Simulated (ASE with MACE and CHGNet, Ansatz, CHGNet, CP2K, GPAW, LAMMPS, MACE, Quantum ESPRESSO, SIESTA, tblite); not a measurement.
# Machine-learned potentials on glassy 62SiO2-21K2O-18CaO (mol %) (110 atoms): settings against a plane-wave reference

Aim: run glassy 62SiO2-21K2O-18CaO (mol %) (110 atoms) in machine-learned potentials and see how near its forces come to a plane-wave reference, and at what cost.

Calculated with ASE with MACE and CHGNet; the method is named at each step.

### Step 1. Starting point

The cell holds 110 atoms: 24 Si, 16 K, 7 Ca and 63 O. Cell: a = 11.833 Å, b = 11.833 Å, c = 11.833 Å, α = 90.0°, β = 90.0°, γ = 90.0°. 110 atoms (24 Si, 16 K, 7 Ca, 63 O) placed at random at 2.52 g/cm³, melted at 4000 K for 10 ps at fixed volume with the Morse and Coulomb pair potential with partial charges (Pedone, Malavasi, Menziani, Cormack and Segre, J. Phys. Chem. B 110, 11780 (2006)). Quenched from 4000 K to 300 K at 10 K/ps and fixed volume, held 10 ps at zero pressure.

The yardstick, on the same geometry:

```
method                                           : Kohn-Sham DFT, PBE, SSSP efficiency 1.3.0 pseudopotentials, plane waves (Quantum ESPRESSO 7.5); sssp-pbe-1.3.0-efficiency, cutoffs 60/480 Ry, Γ point
r.m.s. force component                           : 1.454 eV/Å
longest force                                    : 6.839 eV/Å
pressure                                         : 6.529 GPa
gap (highest filled to lowest empty level) : 2.231 eV
time                                             : 13 min on 2 MPI ranks of Arm Neoverse V2, shared host
CPU time                                         : 25 min
```

### Step 2. MACE MPA-0 medium potential

Method: machine-learned interatomic potential MACE MPA-0 medium, trained on PBE(+U) plane-wave data.

Input file run.py:

```python
import numpy as np
from ase.io import read
import mlip  # loads the published weights by name

atoms = read("structure.xyz")
atoms.calc = mlip.calc("mace-mpa-0-medium")
energy = atoms.get_potential_energy()
forces = atoms.get_forces()
print(f"energy {energy:.6f} eV")
print("forces (eV/A)")
for i, (a, f) in enumerate(zip(atoms, forces)):
    print(f"{i:4d} {a.symbol:2s} {f[0]:10.5f} {f[1]:10.5f} {f[2]:10.5f}")
stress = -atoms.get_stress(voigt=False) * 160.21766
print("stress (GPa, compression positive)")
for row in stress:
    print(" ".join(f"{x:10.4f}" for x in row))
```

Input file structure.xyz:

```xyz
110
Lattice="11.83285 0.00000 0.00000 0.00000 11.83285 0.00000 0.00000 0.00000 11.83285" Properties=species:S:1:pos:R:3 pbc="T T T"
Si 11.16749 5.48453 2.37225
Si 2.00164 9.28346 4.69658
Si 11.36770 11.15672 3.90247
Si 3.30314 7.13296 8.47516
Si 4.58097 9.40806 10.26370
Si 6.77620 1.68358 0.33025
Si 10.51929 10.34333 1.01088
Si 3.41236 5.76911 2.54548
Si 11.80339 11.38924 10.20926
Si 9.91889 7.46393 7.27803
Si 7.09308 2.34870 4.52796
Si 6.10717 6.61728 1.14897
Si 10.86575 7.50877 11.75771
Si 4.83845 0.62383 3.08932
Si 3.44774 2.05560 7.74070
Si 9.99521 4.66711 8.60438
Si 0.11679 6.84483 5.08245
Si 8.13520 4.48903 2.30883
Si 4.02767 11.34865 5.85560
Si 8.95037 3.39757 11.19944
Si 5.42240 4.13203 6.60320
Si 4.16859 2.96626 1.34622
Si 4.30668 6.62912 5.27792
Si 0.45000 8.27826 9.25814
K 1.65956 4.78449 7.58190
K 10.60129 3.30219 4.90389
K 0.83930 10.88883 7.18159
K 1.09643 2.10802 1.15879
K 6.17651 11.77913 8.82790
K 7.31495 6.81489 9.46794
K 10.20974 0.75150 6.52712
K 5.92222 8.55006 7.22064
K 8.64129 9.86162 9.73181
K 8.06705 10.60626 6.09084
K 7.90837 6.32324 5.11144
K 10.23400 1.98023 1.94958
K 7.61657 2.16861 8.07391
K 1.77587 3.39567 4.54121
K 1.80534 5.07617 11.03626
K 8.97403 7.83429 2.54560
Ca 3.52725 0.70074 10.80434
Ca 8.00161 11.46023 3.31710
Ca 0.07194 2.39118 9.46297
Ca 5.02565 9.02598 2.80107
Ca 5.04032 4.43838 9.98243
Ca 6.77774 10.28322 0.54703
Ca 2.03643 8.45599 1.07833
O 7.69431 3.52430 3.53305
O 3.34420 5.77171 9.23767
O 4.48926 2.05572 8.99143
O 1.24801 7.95381 5.27059
O 6.09676 4.56227 7.97806
O 9.91498 3.32823 7.72815
O 10.71571 11.07590 11.42343
O 11.09353 8.87345 0.82333
O 6.61870 8.10609 1.29108
[... 50 atom lines left out ...]
O 5.65669 11.16063 2.61672
O 2.69197 8.97368 3.30775
O 11.08490 6.21662 0.91586
O 8.95735 10.26654 1.42681
```

The run is started by

```console
$ OMP_NUM_THREADS=1 python run.py > output.txt
```

Log:

```text
energy -747.932871 eV
forces (eV/A)
   0 Si   -0.03489    2.29548   -0.03217
   1 Si   -0.71564   -0.33906   -1.59941
   2 Si    0.79867    2.08406   -1.38315
   3 Si   -0.47959    0.37237   -1.42269
   4 Si   -0.78036   -1.01697   -0.66727
   5 Si   -1.12166    0.67055    2.07614
   6 Si   -2.02940    0.38383    0.41048
   7 Si    3.53089   -1.25924   -2.09962
   8 Si   -1.97443   -3.90094   -0.90677
   9 Si    1.97021    2.28655   -1.99644
  10 Si   -1.79355    1.72592   -0.40497
  11 Si    0.93292   -1.54515   -0.11351
  12 Si   -1.76279   -0.88977    1.24861
  13 Si    0.74999   -1.75844    3.08709
  14 Si    4.17500   -1.48449   -0.67140
  15 Si    2.73409   -2.41171    1.73114
  16 Si    2.18343   -2.37871   -3.68251
  17 Si    1.02806    0.25271   -1.37822
  18 Si   -3.29916    1.28005   -1.30794
  19 Si   -0.56858    0.64776   -0.91135
  20 Si   -0.30868   -0.14519    1.13116
  21 Si    2.78423    0.15009    1.01537
  22 Si   -0.00717    2.48889    2.77076
  23 Si   -0.47766    0.29664    1.33438
[...]
102 O     2.12445    0.20227   -0.88768
 103 O    -3.18309   -0.79722    1.16141
 104 O     0.75037   -0.09378    0.92653
 105 O    -0.69206    0.21553    1.87164
 106 O     0.75759   -1.58444   -0.93663
 107 O     1.39021   -0.18308   -2.10372
 108 O     0.29810    0.59484   -0.64874
 109 O    -0.80386    0.11941    0.06374
stress (GPa, compression positive)
    8.7539    -0.4670     0.2748
   -0.4670     6.6869    -1.2223
    0.2748    -1.2223     4.5975
```

Run time: 11 s. Hardware: 1 thread of Arm Neoverse V2, shared host; peak memory 1.1 GiB.

Banners, paths, timers and routine set-up lines are dropped from the logs unmarked, and long logs keep their key lines alone; longer cuts are marked.

Numbers from this run, and their distance from the reference:

```
r.m.s. force component                  : 1.433 eV/Å
r.m.s. difference of force components   : 74.69 meV/Å
longest difference of force vectors     : 331.7 meV/Å
force difference over r.m.s. force      : 5.135 %
slope of forces against the reference's : 0.984
correlation of force components         : 0.9988
pressure                                : 6.679 GPa
pressure difference                     : 0.1501 GPa
```

Length of the force difference by element (eV/Å):

```csv
element,atoms,mean,most
Ca,7,0.12,0.19
K,16,0.085,0.19
O,63,0.10,0.27
Si,24,0.14,0.33
```

Local excerpt of 9 atoms (numbers count through the whole input) about Ca45, one of the 7 Ca atoms; x, y, z are measured from there.

```csv
atom,x,y,z,distance (Å),bonds,Fx,Fy,Fz (eV/Å)
Ca45,0.00,0.00,0.00,0.00,4,-0.14,-0.35,0.48
O52,1.06,0.12,-2.00,2.27,4,0.46,0.13,0.98
O49,-1.70,1.33,-0.74,2.28,4,0.42,-1.93,0.65
O82,0.98,1.50,1.61,2.41,3,0.01,-1.19,-2.73
O50,-0.55,-2.38,-0.99,2.64,5,0.62,-0.62,0.82
O70,-1.74,-1.37,1.94,2.95,4,-2.47,-0.66,-3.38
O103,0.69,-1.54,2.80,3.27,2,2.12,0.20,-0.89
K30,2.27,2.38,-0.51,3.33,8,0.37,-0.24,0.76
Si21,0.38,-0.31,-3.38,3.41,4,-0.31,-0.15,1.13
```

Atoms are counted from 1 here, from 0 in the log.

Forces lie 5.1 % from the reference's, at 0.0065 times its CPU time (on 1 against 2 cores).

### Step 3. CHGNet r2SCAN potential

Method: machine-learned interatomic potential CHGNet r2SCAN, trained on r2SCAN plane-wave data.

run.py: that of step 2 with these lines changed.

```diff
@@ -5,3 +5,3 @@
 atoms = read("structure.xyz")
-atoms.calc = mlip.calc("mace-mpa-0-medium")
+atoms.calc = mlip.calc("chgnet-r2scan")
 energy = atoms.get_potential_energy()
```

structure.xyz is that of step 2.

Log:

```text
CHGNet vr2scan initialized with 412,525 parameters
CHGNet will run on cpu
energy -1040.300781 eV
forces (eV/A)
   0 Si   -0.43053    2.10175    0.07313
   1 Si   -0.63923   -0.31005   -1.22723
   2 Si    0.74715    1.49129   -1.23253
   3 Si   -0.36972    0.15027   -1.37200
   4 Si   -0.63499   -0.72293   -0.68643
   5 Si   -1.06268    0.61628    1.68528
   6 Si   -1.44060    0.47841    0.29906
   7 Si    2.95087   -1.29718   -2.03837
   8 Si   -2.12055   -3.59652   -0.77320
   9 Si    1.44740    2.09254   -1.96100
  10 Si   -1.53686    1.30730   -0.35170
  11 Si    0.82270   -1.25444    0.11506
  12 Si   -1.49605   -0.59686    1.46531
  13 Si    0.69426   -1.52393    2.55424
  14 Si    3.93310   -1.23763   -0.78718
  15 Si    1.85426   -2.14045    1.56157
  16 Si    1.81897   -1.93367   -3.19975
  17 Si    1.22885    0.43863   -0.96288
  18 Si   -3.28902    1.28068   -1.44064
  19 Si   -0.77851    0.43761   -0.89677
  20 Si   -0.17917   -0.07122    0.92377
  21 Si    2.49682    0.03293    1.14267
  22 Si   -0.02898    2.27067    2.77138
  23 Si   -0.54539    0.63312    1.15108
[...]
102 O     1.62798   -0.03778   -0.82023
 103 O    -2.40071   -0.53904    0.85034
 104 O     0.67821   -0.01525    0.77148
 105 O    -0.60406    0.30204    1.40869
 106 O     0.41619   -1.11108   -0.70644
 107 O     0.91305   -0.14899   -1.33529
 108 O     0.30206    0.59709   -0.55053
 109 O    -0.49212    0.15759    0.01644
stress (GPa, compression positive)
    4.8078    -0.5719     0.4347
   -0.5719     2.9540    -0.9790
    0.4347    -0.9790     1.3119
```

Run time: 5.5 s. Hardware: 1 thread; peak memory 1.2 GiB.

Compared with the plane-wave run:

```yaml
r_m_s_force_component: 1.185 eV/Å
r_m_s_difference_of_force_components: 332.4 meV/Å
longest_difference_of_force_vectors: 1308 meV/Å
force_difference_over_r_m_s_force: 22.85 %
slope_of_forces_against_the_reference_s: 0.8055
correlation_of_force_components: 0.9891
pressure: 3.025 GPa
pressure_difference: -3.505 GPa
```

Against the first run (5.1 %), the force difference from the reference is 23 %, at 0.51 times the CPU time; this potential was trained at another functional than the reference's.

### Step 4. CHGNet 0.3.0 potential

Method: machine-learned interatomic potential CHGNet 0.3.0, trained on PBE(+U) plane-wave data.

run.py: that of step 3 with these lines changed.

```diff
@@ -5,3 +5,3 @@
 atoms = read("structure.xyz")
-atoms.calc = mlip.calc("chgnet-r2scan")
+atoms.calc = mlip.calc("chgnet-0.3.0")
 energy = atoms.get_potential_energy()
```

structure.xyz is that of step 3.

Log:

```text
CHGNet v0.3.0 initialized with 412,525 parameters
CHGNet will run on cpu
energy -794.312927 eV
forces (eV/A)
   0 Si   -0.27369    2.32127    0.09450
   1 Si   -0.73392   -0.37425   -1.40768
   2 Si    0.87266    1.69905   -1.39655
   3 Si   -0.39551    0.12377   -1.57489
   4 Si   -0.71286   -1.03116   -0.65127
   5 Si   -1.21099    0.81697    2.05458
   6 Si   -1.65906    0.59738    0.30515
   7 Si    3.21982   -1.38624   -2.13025
   8 Si   -2.13139   -4.01972   -0.77582
   9 Si    1.77578    2.21523   -2.33121
  10 Si   -1.72396    1.56098   -0.38817
  11 Si    0.90947   -1.50662    0.09430
  12 Si   -1.69610   -0.71425    1.43715
  13 Si    0.69582   -1.67816    2.81015
  14 Si    4.14071   -1.42274   -0.74825
  15 Si    2.25661   -2.26576    1.83012
  16 Si    1.95819   -2.03057   -3.47522
  17 Si    1.26335    0.29921   -1.27117
  18 Si   -3.27742    1.27828   -1.54108
  19 Si   -0.84739    0.49696   -0.82781
  20 Si   -0.30538   -0.09489    1.03737
  21 Si    2.75925    0.07191    1.17045
  22 Si   -0.19030    2.52106    2.99171
  23 Si   -0.53244    0.62381    1.31431
[...]
102 O     1.98968    0.14265   -0.92893
 103 O    -3.25676   -0.73555    1.15198
 104 O     0.74338   -0.00259    0.96229
 105 O    -0.69159    0.25718    1.85227
 106 O     0.63444   -1.60550   -0.88519
 107 O     1.29650   -0.19552   -2.04592
 108 O     0.41640    0.62707   -0.74255
 109 O    -0.95382    0.13246    0.07563
stress (GPa, compression positive)
    8.6882    -0.6060     0.4473
   -0.6060     6.6664    -1.1539
    0.4473    -1.1539     4.7597
```

It took 3.9 s on 1 thread; peak memory 1.2 GiB.

Numbers from this run, and their distance from the reference:

| Quantity | Value |
| --- | --- |
| r.m.s. force component | 1.412 eV/Å |
| r.m.s. difference of force components | 136 meV/Å |
| longest difference of force vectors | 770.1 meV/Å |
| force difference over r.m.s. force | 9.348 % |
| slope of forces against the reference's | 0.9669 |
| correlation of force components | 0.9959 |
| pressure | 6.705 GPa |
| pressure difference | 0.1755 GPa |

Against the first run (5.1 %), the force difference from the reference is 9.3 %, at 0.40 times the CPU time.

### Step 5. All runs compared

Differences are against the plane-wave reference, forces as r.m.s. over components; share is that over the reference's r.m.s. force, slope the least-squares factor from reference forces to these. Total energies of different programs have different zeros and aren't compared.

```csv
run,"Δ force, r.m.s. (meV/Å)",share (%),slope,Δ pressure (GPa),cores,CPU time,memory (GiB)
reference,-,-,-,-,2,25 min,5.4
MACE MPA-0 medium potential,74.7,5.14,0.984,0.150,1,9.7 s,1.1
CHGNet r2SCAN potential,332,22.9,0.805,-3.50,1,4.9 s,1.2
CHGNet 0.3.0 potential,136,9.35,0.967,0.175,1,3.9 s,1.2
```

Times of the machine-learned potentials are mostly Python's start and the loading of weights.

CPU time is summed over cores on a shared host, where runs went side by side, so it is rough. Symmetry, cutoffs, thresholds, outputs and thread counts weren't matched or tuned between programs; memory under MPI is the largest rank's times the ranks.

### Step 6. What came out

| Quantity | Value |
| --- | --- |
| nearest in forces | MACE MPA-0 medium potential, 5.1 % |
| its CPU time | 9.7 s |

**Reading.** Machine-learned potentials differ by 5.1 % (MACE MPA-0 medium potential) to 23 % (CHGNet r2SCAN potential); they were trained on other programs' data, some at another functional. The reference's pressure holds the uncorrected Pulay stress of its 60 Ry basis, so small pressure differences, and their order, may be the reference's own error. Machine-learned potentials mimic data converged in k, so the reference's own k-point error enters their differences. The quench rate of 10 K/ps is many orders above laboratory rates, so the cell is likely richer in defects and strain than a real sample. The network of bonds at the start is that of the classical potential that made the cell, and needn't be the one that DFT or experiment would give. The reference's stress is far from hydrostatic: its diagonal is 8.6, 6.5, 4.5 GPa, compression counted positive. The electronic-structure runs sample only Γ, in a cell whose shortest periodic width is 12 Å.

[Also dropped from logs without a mark: logging warnings of Python, and SIESTA's first energy breakdown and zero terms.]

[Logs are printed without paths, hosts, clocks, repeated set-up lines and the standing remarks that a program may print on its own settings, such as how far it seeks lower states.]

[Hosts, paths, dates, database ids (printed as entryN), source tags and the programs' standing remarks are cut or masked in the printed files.]
